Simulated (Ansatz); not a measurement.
**Sr on Pt(111): change of the work function**

How does Sr on the fcc site change the work function of Pt(111) as the layer fills?

Program: Ansatz 0.2.0. Level of theory: plane-wave DFT, LDA, Ansatz PAW, in the first sound run; inputs show where later runs differ. Results are calculated unless marked as measured.

## 1. The starting structure

The cell holds 4 atoms: 4 Pt. Its edges and angles: a = 2.772 Å, b = 2.772 Å, c = 24.790 Å, α = 90.0°, β = 90.0°, γ = 60.0°. Vacuum lies along c.

## 2. The clean slab

The bare slab comes first, as the zero from which every change is counted. The two lowest layers are held at bulk places and the upper ones relax. The dipole correction removes the false field that a one-sided slab makes across the periodic vacuum, so each face gets a flat vacuum level of its own.

input.yaml

```yaml
crystal:
  lattice:
    - [2.7718585823, 0.0, 0.0]
    - [1.3859292911, 2.4004999479, 0.0]
    - [0.0, 0.0, 24.7896391657]
  atoms:
    - { symbol: Pt, position: [0.0, 0.0, 0.3630549013] }
    - { symbol: Pt, position: [0.3333333333, 0.3333333333, 0.4543516338] }
    - { symbol: Pt, position: [0.6666666667, 0.6666666667, 0.5456483662] }
    - { symbol: Pt, position: [0.0, 0.0, 0.6369450987] }
kpoints:
  mp_grid: { grid: [12, 12, 1] }
hamiltonian:
  xc: lda
scf:
  occupations: { method: fermi_dirac, width: 0.1 }
  convergence: { dr2_threshold: 1.0e-08 }
efield:
  axis: 3
  dipole_correction: true
  ramp_position: 0.97
  ramp_width: 0.06
relax:
  f_tol: 0.02
  max_steps: 60
  constraints: [{ sites: [0, 1] }]
output:
  write_potential: true
  write_density: true
  volumetric_format: npy
```

Started as:

```
ansatz run input.yaml --threads 4 --pin off --max-ram 12288MiB --backend cpu --events-out ev --progress --plain --runs-dir out
```

Numbers of over 12 decimals in the logs are rounded to 6 here.

What it wrote:

```text
Engine: ansatz 0.2.0, aarch64-unknown-linux-gnu
Pseudopotentials: kind: paw
Pseudopotential: Pt, paw, valence charge 18, recommended cutoff 420 eV (normal), Pt.paw.azcp
Functional definition: SPW92
  exchange = slater_x
  correlation = pw_c
Crystal: 4 atoms, lattice volume = 164.946 Å³
Basis set: ecut = 420 eV, 3263 PW (Γ)
Bands: 44, of which v1, the nominal top of the filled ones, is band 36 counted from 1 (35 counted from 0)
Symmetry: 6 space group operations
k-points: 19 of 144 (time reversal used)
Non-local potential: Pt, projectors of the file, l = 0: 3, l = 1: 2, l = 2: 2, l = 3: 1
PAW form: soft (Blöchl's): semilocal exchange-correlation on the pseudo side does not see the compensation charge
PAW frozen core: Pt, regenerated for the run's functional, and the local potential with it (the file was generated under x = pbe(κ = 0.804, μ = 0.219515), c = pbe(β = 0.066725))
PAW one-centre angular grid: Pt, 590 points (default); XC on 64 Gauss nodes
Initial density: superposition of atomic densities (neutral atoms: chi_scale 0, normalization atom), corrected by the library's trained network
Initial wavefunctions: pseudopotential atomic-orbital guess
Functional: x = slater, c = lda
SCF iter   1: F=—  HF=-48978.390099 eV  |F-HF|=—  |Δ(HF+E_count)|=         —  Δρ=6.65e-3  dr2=2.96e-1  ethr=1.77e-3  p=-0.000 e·Å  D=-7.16e-15 V/Å  ΔV_dip=0.00 eV  dr2_dipole=4.95e-7  V_vac-E_F(+/−)=5.54/5.54 eV  ⟨swp⟩=9.1  Hψ=3922  notcnv=0  defer=5
efield: sawtooth ramp at fractional position 0.9700 (set: `efield.ramp_position`, or a place that a band, a saddle search or an elastic batch's reference lends), width 0.0600; the density the first Hamiltonian is built on has a dipole p = -0.000 e·Å; the dipole correction subtracts the counter field D = -7.16e-15 V/Å, which shifts the + side's vacuum level by +0.00 eV against the − side's; the planar-averaged density in the ramp window peaks in size at 7.4e-6 e/Å³
preconditioner: auto → LDOS  [metal: Δε(μ)=0.014 eV  Ē_g=7.803 eV  σ=0.100 eV  W_gap=0.04  n_scr=18 (ndim 8)  ℏωp=18.3 eV  f_vac=0.582  D(μ)=6.53/eV (n_scr^D=50)  β→1.0]
SCF iter   2: F=—  HF=-48978.382389 eV  |F-HF|=—  |Δ(HF+E_count)|=   7.71e-3  Δρ=3.67e-3  dr2=3.23e-2  ethr=4.11e-4  p=-0.000 e·Å  D=-8.09e-6 V/Å  ΔV_dip=0.00 eV  dr2_dipole=2.18e-7  V_vac-E_F(+/−)=6.11/6.11 eV  ⟨swp⟩=2.7  Hψ=1279  notcnv=0  defer=20
SCF iter   3: F=—  HF=-48978.380374 eV  |F-HF|=—  |Δ(HF+E_count)|=   2.02e-3  Δρ=1.87e-3  dr2=3.26e-2  ethr=4.49e-5  p=0.000 e·Å  D=9.93e-6 V/Å  ΔV_dip=-0.00 eV  dr2_dipole=2.46e-8  V_vac-E_F(+/−)=5.95/5.95 eV  ⟨swp⟩=2.9  Hψ=1659  notcnv=0  defer=20
SCF iter   4: F=—  HF=-48978.377328 eV  |F-HF|=—  |Δ(HF+E_count)|=   3.05e-3  Δρ=6.06e-4  dr2=1.40e-3  ethr=4.49e-5  p=-0.000 e·Å  D=-3.51e-6 V/Å  ΔV_dip=0.00 eV  dr2_dipole=6.53e-10  V_vac-E_F(+/−)=6.07/6.07 eV  ⟨swp⟩=2.0  Hψ=1130  notcnv=0  defer=20
SCF iter   5: F=—  HF=-48978.377245 eV  |F-HF|=—  |Δ(HF+E_count)|=   8.29e-5  Δρ=2.79e-4  dr2=1.68e-4  ethr=1.94e-6  p=-0.000 e·Å  D=-6.68e-7 V/Å  ΔV_dip=0.00 eV  dr2_dipole=8.55e-10  V_vac-E_F(+/−)=6.06/6.06 eV  ⟨swp⟩=2.2  Hψ=1191  notcnv=0  defer=20
SCF iter   6: F=—  HF=-48978.377254 eV  |F-HF|=—  |Δ(HF+E_count)|=   9.03e-6  Δρ=5.05e-5  dr2=1.33e-5  ethr=2.34e-7  p=-0.000 e·Å  D=-5.00e-7 V/Å  ΔV_dip=0.00 eV  dr2_dipole=9.32e-10  V_vac-E_F(+/−)=6.05/6.05 eV  ⟨swp⟩=2.2  Hψ=1240  notcnv=0  defer=20
SCF iter   7: F=—  HF=-48978.377259 eV  |F-HF|=—  |Δ(HF+E_count)|=   4.77e-6  Δρ=2.13e-5  dr2=5.33e-7  ethr=1.85e-8  p=-0.000 e·Å  D=-2.78e-7 V/Å  ΔV_dip=0.00 eV  dr2_dipole=3.75e-10  V_vac-E_F(+/−)=6.05/6.05 eV  ⟨swp⟩=2.9  Hψ=1411  notcnv=0  defer=20
SCF iter   8: F=—  HF=-48978.377257 eV  |F-HF|=—  |Δ(HF+E_count)|=   1.11e-6  Δρ=5.30e-6  dr2=3.63e-8  ethr=7.40e-10  p=0.000 e·Å  D=9.52e-9 V/Å  ΔV_dip=-0.00 eV  dr2_dipole=4.13e-11  V_vac-E_F(+/−)=6.05/6.05 eV  ⟨swp⟩=2.9  Hψ=1666  notcnv=0  defer=11
SCF iter   9: F=-48978.377257 eV  HF=-48978.377257 eV  |F-HF|=2.57e-9  |Δ(HF+E_count)|=   7.62e-8  Δρ=1.03e-6  dr2=2.15e-9  ethr=1.39e-11  p=-0.000 e·Å  D=-6.26e-8 V/Å  ΔV_dip=0.00 eV  dr2_dipole=5.45e-12  V_vac-E_F(+/−)=6.05/6.05 eV  ⟨swp⟩=10.6  Hψ=6083  notcnv=0
SCF 1 converged in 9 iterations: F = -48978.377257 eV  dr2 = 2.15e-9
  greatest PAW one-centre occupation: 1.000 electrons in one spin orbital (limit 2), on the Pt atom at site 2 (counted from 0), in its partial waves of l = 0
relax step   1: F+E_penalty+E_count = -48978.37725747 eV  Δ(F+E_penalty+E_count) = +0.000e0 eV  max|allowed force component| = 2.075e-1 eV/Å  Δτ_max = 0.0000 Å  (9 SCF iters, accepted)
Initial density: handed on by an earlier stage of this run
Initial wavefunctions: those handed on with the density
iter 1 solved again at ethr=8.99e-4 eV; its pass at ethr=3.10e-3 eV (dr2=6.47e-1 eV) is discarded
SCF iter   1: F=—  HF=-48978.420866 eV  |F-HF|=—  |Δ(HF+E_count)|=         —  Δρ=1.32e-2  dr2=6.39e-1  ethr=8.99e-4  p=0.000 e·Å  D=3.75e-8 V/Å  ΔV_dip=-0.00 eV  dr2_dipole=1.67e-1  V_vac-E_F(+/−)=5.96/5.96 eV  ⟨swp⟩=1.6  Hψ=3420  notcnv=0  defer=13
efield: sawtooth ramp at fractional position 0.9700 (set: `efield.ramp_position`, or a place that a band, a saddle search or an elastic batch's reference lends), width 0.0600; the density the first Hamiltonian is built on has a dipole p = 0.000 e·Å; the dipole correction subtracts the counter field D = 3.75e-8 V/Å, which shifts the + side's vacuum level by -0.00 eV against the − side's; the planar-averaged density in the ramp window peaks in size at 1.7e-6 e/Å³
preconditioner: auto → LDOS  [metal: Δε(μ)=0.031 eV  Ē_g=8.023 eV  σ=0.100 eV  W_gap=0.08  n_scr=18 (ndim 8)  ℏωp=18.3 eV  f_vac=0.588  D(μ)=6.35/eV (n_scr^D=38)  β→1.0]
SCF iter   2: F=—  HF=-48978.405811 eV  |F-HF|=—  |Δ(HF+E_count)|=   1.51e-2  Δρ=6.38e-3  dr2=2.01e-1  ethr=8.88e-4  p=-0.009 e·Å  D=-1.01e-2 V/Å  ΔV_dip=0.25 eV  dr2_dipole=5.36e-2  V_vac-E_F(+/−)=6.25/6.00 eV  ⟨swp⟩=2.3  Hψ=1330  notcnv=0  defer=13
SCF iter   3: F=—  HF=-48978.382404 eV  |F-HF|=—  |Δ(HF+E_count)|=   2.34e-2  Δρ=3.48e-3  dr2=4.37e-2  ethr=2.79e-4  p=0.007 e·Å  D=7.39e-3 V/Å  ΔV_dip=-0.18 eV  dr2_dipole=3.20e-4  V_vac-E_F(+/−)=5.82/6.00 eV  ⟨swp⟩=2.8  Hψ=1448  notcnv=0  defer=13
SCF iter   4: F=—  HF=-48978.374295 eV  |F-HF|=—  |Δ(HF+E_count)|=   8.11e-3  Δρ=1.38e-3  dr2=4.22e-3  ethr=6.06e-5  p=0.003 e·Å  D=2.93e-3 V/Å  ΔV_dip=-0.07 eV  dr2_dipole=1.55e-4  V_vac-E_F(+/−)=5.93/6.01 eV  ⟨swp⟩=2.1  Hψ=1258  notcnv=0  defer=14
[...]
SCF iter   6: F=—  HF=-48978.392094 eV  |F-HF|=—  |Δ(HF+E_count)|=   2.49e-5  Δρ=7.34e-5  dr2=4.72e-5  ethr=3.38e-7  p=0.000 e·Å  D=5.38e-4 V/Å  ΔV_dip=-0.01 eV  dr2_dipole=1.08e-6  V_vac-E_F(+/−)=6.01/6.03 eV  ⟨swp⟩=2.2  Hψ=1178  notcnv=0  defer=20
SCF iter   7: F=—  HF=-48978.392100 eV  |F-HF|=—  |Δ(HF+E_count)|=   5.21e-6  Δρ=3.54e-5  dr2=1.15e-5  ethr=6.56e-8  p=0.000 e·Å  D=4.32e-4 V/Å  ΔV_dip=-0.01 eV  dr2_dipole=1.48e-8  V_vac-E_F(+/−)=6.02/6.03 eV  ⟨swp⟩=2.3  Hψ=1214  notcnv=0  defer=20
SCF iter   8: F=—  HF=-48978.392105 eV  |F-HF|=—  |Δ(HF+E_count)|=   5.48e-6  Δρ=2.09e-5  dr2=1.99e-6  ethr=1.60e-8  p=0.000 e·Å  D=4.18e-4 V/Å  ΔV_dip=-0.01 eV  dr2_dipole=1.92e-9  V_vac-E_F(+/−)=6.02/6.03 eV  ⟨swp⟩=1.3  Hψ=886  notcnv=0  defer=20
SCF iter   9: F=—  HF=-48978.392105 eV  |F-HF|=—  |Δ(HF+E_count)|=   4.40e-7  Δρ=6.12e-6  dr2=1.45e-7  ethr=2.76e-9  p=0.000 e·Å  D=4.19e-4 V/Å  ΔV_dip=-0.01 eV  dr2_dipole=1.06e-10  V_vac-E_F(+/−)=6.02/6.03 eV  ⟨swp⟩=1.9  Hψ=1147  notcnv=0  defer=20
SCF iter  10: F=—  HF=-48978.392105 eV  |F-HF|=—  |Δ(HF+E_count)|=   4.00e-8  Δρ=2.46e-6  dr2=1.79e-8  ethr=2.01e-10  p=0.000 e·Å  D=4.14e-4 V/Å  ΔV_dip=-0.01 eV  dr2_dipole=4.84e-13  V_vac-E_F(+/−)=6.02/6.03 eV  ⟨swp⟩=2.2  Hψ=1190  notcnv=0  defer=20
SCF iter  11: F=-48978.392105 eV  HF=-48978.392105 eV  |F-HF|=3.38e-9  |Δ(HF+E_count)|=   5.38e-9  Δρ=9.97e-7  dr2=5.11e-9  ethr=1.39e-11  p=0.000 e·Å  D=4.16e-4 V/Å  ΔV_dip=-0.01 eV  dr2_dipole=4.23e-10  V_vac-E_F(+/−)=6.02/6.03 eV  ⟨swp⟩=9.9  Hψ=5812  notcnv=0
SCF 3 converged in 11 iterations: F = -48978.392105 eV  dr2 = 5.11e-9
relax step   3: F+E_penalty+E_count = -48978.39210550 eV  Δ(F+E_penalty+E_count) = -1.485e-2 eV  max|allowed force component| = 3.494e-2 eV/Å  Δτ_max = 0.0862 Å  (11 SCF iters, accepted)
SCF iter   1: F=—  HF=-48978.392148 eV  |F-HF|=—  |Δ(HF+E_count)|=         —  Δρ=1.55e-4  dr2=1.13e-4  ethr=4.54e-7  p=0.000 e·Å  D=4.16e-4 V/Å  ΔV_dip=-0.01 eV  dr2_dipole=3.79e-5  V_vac-E_F(+/−)=6.02/6.03 eV  ⟨swp⟩=2.6  Hψ=1570  notcnv=0  defer=20
efield: sawtooth ramp at fractional position 0.9700 (set: `efield.ramp_position`, or a place that a band, a saddle search or an elastic batch's reference lends), width 0.0600; the density the first Hamiltonian is built on has a dipole p = 0.000 e·Å; the dipole correction subtracts the counter field D = 4.16e-4 V/Å, which shifts the + side's vacuum level by -0.01 eV against the − side's; the planar-averaged density in the ramp window peaks in size at 8.3e-7 e/Å³
preconditioner: auto → LDOS  [metal: Δε(μ)=0.066 eV  Ē_g=7.941 eV  σ=0.100 eV  W_gap=0.16  n_scr=18 (ndim 8)  ℏωp=18.3 eV  f_vac=0.586  D(μ)=6.56/eV (n_scr^D=50)  β→1.0]
SCF iter   2: F=—  HF=-48978.392144 eV  |F-HF|=—  |Δ(HF+E_count)|=   4.22e-6  Δρ=4.94e-5  dr2=5.57e-6  ethr=1.56e-7  p=0.000 e·Å  D=4.94e-4 V/Å  ΔV_dip=-0.01 eV  dr2_dipole=3.08e-8  V_vac-E_F(+/−)=6.01/6.03 eV  ⟨swp⟩=1.9  Hψ=1180  notcnv=0  defer=20
SCF iter   3: F=—  HF=-48978.392147 eV  |F-HF|=—  |Δ(HF+E_count)|=   2.58e-6  Δρ=3.59e-5  dr2=8.11e-6  ethr=7.74e-9  p=0.000 e·Å  D=4.24e-4 V/Å  ΔV_dip=-0.01 eV  dr2_dipole=9.94e-7  V_vac-E_F(+/−)=6.02/6.03 eV  ⟨swp⟩=3.0  Hψ=1807  notcnv=0  defer=20
SCF iter   4: F=—  HF=-48978.392146 eV  |F-HF|=—  |Δ(HF+E_count)|=   1.12e-6  Δρ=9.68e-6  dr2=4.06e-7  ethr=7.74e-9  p=0.000 e·Å  D=4.38e-4 V/Å  ΔV_dip=-0.01 eV  dr2_dipole=3.38e-8  V_vac-E_F(+/−)=6.02/6.03 eV  ⟨swp⟩=2.0  Hψ=1208  notcnv=0  defer=20
SCF iter   5: F=—  HF=-48978.392146 eV  |F-HF|=—  |Δ(HF+E_count)|=   4.68e-8  Δρ=4.28e-6  dr2=1.32e-7  ethr=5.63e-10  p=0.000 e·Å  D=4.58e-4 V/Å  ΔV_dip=-0.01 eV  dr2_dipole=4.51e-9  V_vac-E_F(+/−)=6.02/6.03 eV  ⟨swp⟩=3.3  Hψ=1715  notcnv=0  defer=20
SCF iter   6: F=—  HF=-48978.392145 eV  |F-HF|=—  |Δ(HF+E_count)|=   7.97e-9  Δρ=1.86e-6  dr2=3.59e-8  ethr=1.84e-10  p=0.000 e·Å  D=4.52e-4 V/Å  ΔV_dip=-0.01 eV  dr2_dipole=4.78e-10  V_vac-E_F(+/−)=6.02/6.03 eV  ⟨swp⟩=2.2  Hψ=1192  notcnv=0  defer=20
SCF iter   7: F=-48978.392145 eV  HF=-48978.392145 eV  |F-HF|=4.81e-9  |Δ(HF+E_count)|=  1.46e-10  Δρ=8.27e-7  dr2=5.11e-9  ethr=1.39e-11  p=0.000 e·Å  D=4.50e-4 V/Å  ΔV_dip=-0.01 eV  dr2_dipole=2.24e-10  V_vac-E_F(+/−)=6.02/6.03 eV  ⟨swp⟩=9.9  Hψ=5729  notcnv=0
SCF 4 converged in 7 iterations: F = -48978.392145 eV  dr2 = 5.11e-9
relax step   4: F+E_penalty+E_count = -48978.39214549 eV  Δ(F+E_penalty+E_count) = -4.000e-5 eV  max|allowed force component| = 1.472e-3 eV/Å  Δτ_max = 0.0025 Å  (7 SCF iters, accepted)
NSCF: frozen V_eff on 19 k-points
the band table was solved once a step of the walk had ended and its energy, with any forces and stress, was formed, with the checks that follow a solve (4281 applications of the Hamiltonian). They found nothing against the state; the energy, forces and stress were not computed again (output.eigenvalues in the input reference)
WARN: The output density's exchange-correlation potential varies sharply where the density is thin. Do not read a vacuum level from v_tot or v_xc, or from such a field of the output density. On a cell that repeats whose density bears no net charge and no dipole along the vacuum's axis use v_es (v_loc + v_h of the components); under efield.dipole_correction with no amplitude use v_es + v_field, which holds any externa [...]
SCF converged after 7 iterations
Free energy (F): -48978.392145 eV
Harris-Foulkes:  -48978.392145 eV  (|F-HF|=4.81e-9)
Internal energy: -48978.178339 eV  (E = F + TS)
E sigma→0 (E₀):  -48978.285242 eV
Entropy (-TS):   -0.213807 eV (-53.452 meV/atom)
Fermi energy:    4.581398 eV
Dipole field:    D = 0.000428 V/Å  (p = 0.000390 e·Å, saw-weighted, corrected)
Work function:   Φ+ = 6.0158 eV   Φ− = 6.0265 eV
Levels:          The Fermi level and band energies are counted from a zero that moves with the ramp; work functions are not
--- Per-component energies (eV) ---
  E_band       = -1853.271208
  E_kinetic    = 2550.050508
  E_local      = -127927.220707  (includes V_loc(G=0)·N_el)
  E_nonlocal   = 828.565604
  E_hartree    = 62541.337004
  E_xc         = -1038.891959
  E_vxc        = -1207.472031  (∫ρ·V_xc dr)
  E_paw        = -36710.754978  (= ΣΔE_a)
  E_vpaw       = -1179.862357  (= ΣTr[D̂ρ^β])
  E_aug_tail   = 0.000692  (compensation charges beyond the density's cutoff)
  E_efield     = 0.000000  (sawtooth field / dipole correction)
  E_vefield    = 0.001111  (∫n·V_field dr)
  E_ewald      = 50776.880020
  E_core_change = 1.855478  (= ΣΔE_core)
  E_smearing   = -0.213807  (= −TS)
  E_closure    = -0.000000  (closes the sum)
  Σ components = -48978.392145   (vs F -48978.392145, Δ=0.00e0)
--- Forces (eV/Å), atoms counted from 1 ---
  atom   1  Pt     0.00000000    -0.00000000     0.19314610
  atom   2  Pt     0.00000000     0.00000000    -0.19273483
  atom   3  Pt    -0.00000000    -0.00000000    -0.00147207
  atom   4  Pt    -0.00000000     0.00000000     0.00109660
  max |Σ_I F_I| component: 3.58e-5 eV/Å
--- Band table (eV; the first three rows and the last of 19) ---
  k-point 0: bands = [... 32 lower, 2.9218, 3.2704, 3.2704, 4.0422, 4.0422, 4.0945, 4.5861, 4.5861, ... 4 higher]
  k-point 1: bands = [... 32 lower, 2.7924, 3.1583, 3.3124, 3.4435, 3.8975, 4.0381, 4.6006, 5.0673, ... 4 higher]
  k-point 2: bands = [... 32 lower, 2.6545, 2.7153, 3.0907, 3.3351, 4.0272, 4.2779, 4.6354, 6.0902, ... 4 higher]
  k-point 18: bands = [... 32 lower, 3.8756, 4.2839, 4.2914, 4.2952, 9.3280, 9.4251, 9.4258, 10.2014, ... 4 higher]
--- Relaxed structure (4 steps of the walk, 3 accepted, 0 SCFs on fresh bases) ---
  F+E_penalty+E_count = -48978.39214549 eV   max|allowed force component| = 1.472e-3 eV/Å
  atoms:
    - { symbol: Pt, position: [0.0, 0.0, 0.363055] }
    - { symbol: Pt, position: [0.333333, 0.333333, 0.454352] }
    - { symbol: Pt, position: [0.666667, 0.666667, 0.543305] }
    - { symbol: Pt, position: [-1.3266162827028514e-18, 6.633081413514242e-19, 0.633474] }
```

Wall time 15 s (4 threads of Arm Neoverse V1, shared host); peak memory 0.46 GiB.

Step by step:

```csv
step,energy less that of the first step (eV),largest force component (eV/Å)
1,0.0000,0.2075
2,0.0041,0.3036
3,-0.0148,0.0349
4,-0.0149,0.0015
```

Relaxation step 2 was tried and not accepted.

Forces are held to the 6 operations that the run works with; a distortion that breaks them can't arise in this run.

The atoms that moved most (Å):

```csv
atom,dx,dy,dz,length
Pt4,0.000,0.000,-0.086,0.086
Pt3,0.000,0.000,-0.058,0.058
```

Numbers from this step:

```yaml
energy_at_zero_smearing: -48978.2852 eV
work_function_upper_face: 6.016 eV
dipole_along_the_normal: 3.90e-4 e·Å
```

Running mean over 2.263 Å of the planar mean; the ramp of the sawtooth is left out. Electron's electrostatic potential energy less the Fermi level against z:

z (Å), electron's electrostatic potential energy less the Fermi level (eV) and a bar from the least value:
```
      3.5        6.0 ##############################
      4.0        6.0 ##############################
      4.5        6.0 ##############################
      5.0        6.0 ##############################
      5.5        6.0 ##############################
      6.0        6.0 ##############################
      6.5        5.8 ##############################
      7.0        5.0 ############################
      7.5        1.5 #######################
      8.0       -4.7 #############
      8.5       -9.7 #####
      9.0      -11.4 ##
      9.5      -11.7 ##
     10.0      -11.9 ##
     10.5      -11.9 #
     11.0      -12.1 #
     11.5      -12.3 #
     12.0      -12.7 
     12.5      -12.8 
     13.0      -12.5 #
     13.5      -12.2 #
     14.0      -12.2 #
     14.5      -12.3 #
     15.0      -12.1 #
     15.5      -11.7 ##
     16.0      -10.8 ###
     16.5       -7.2 #########
     17.0       -0.9 ###################
     17.5        4.0 ###########################
     18.0        5.6 #############################
     18.5        5.9 ##############################
     19.0        6.0 ##############################
     19.5        6.0 ##############################
     20.0        6.0 ##############################
     20.5        6.0 ##############################
     21.0        6.0 ##############################
     21.5        6.0 ##############################
```

The relaxation took 4 steps and lowered the energy by 0.015 eV; the largest force on the free atoms ends at 0.0015 eV/Å.

The work function of the upper face is 6.02 eV.

(Continued in part 2 of 4.)

[Logs are printed without paths, hosts, clocks, repeated set-up lines and the standing remarks that a program may print on its own settings, such as how far it seeks lower states.]

[Hosts, paths, dates, database ids (printed as entryN), source tags and the programs' standing remarks are cut or masked in the printed files.]

[Maps of the electrostatic potential energy from Ansatz leave out the sawtooth potential of an applied field or a dipole correction, so their vacuum need not be flat; planar profiles and work functions include it.]
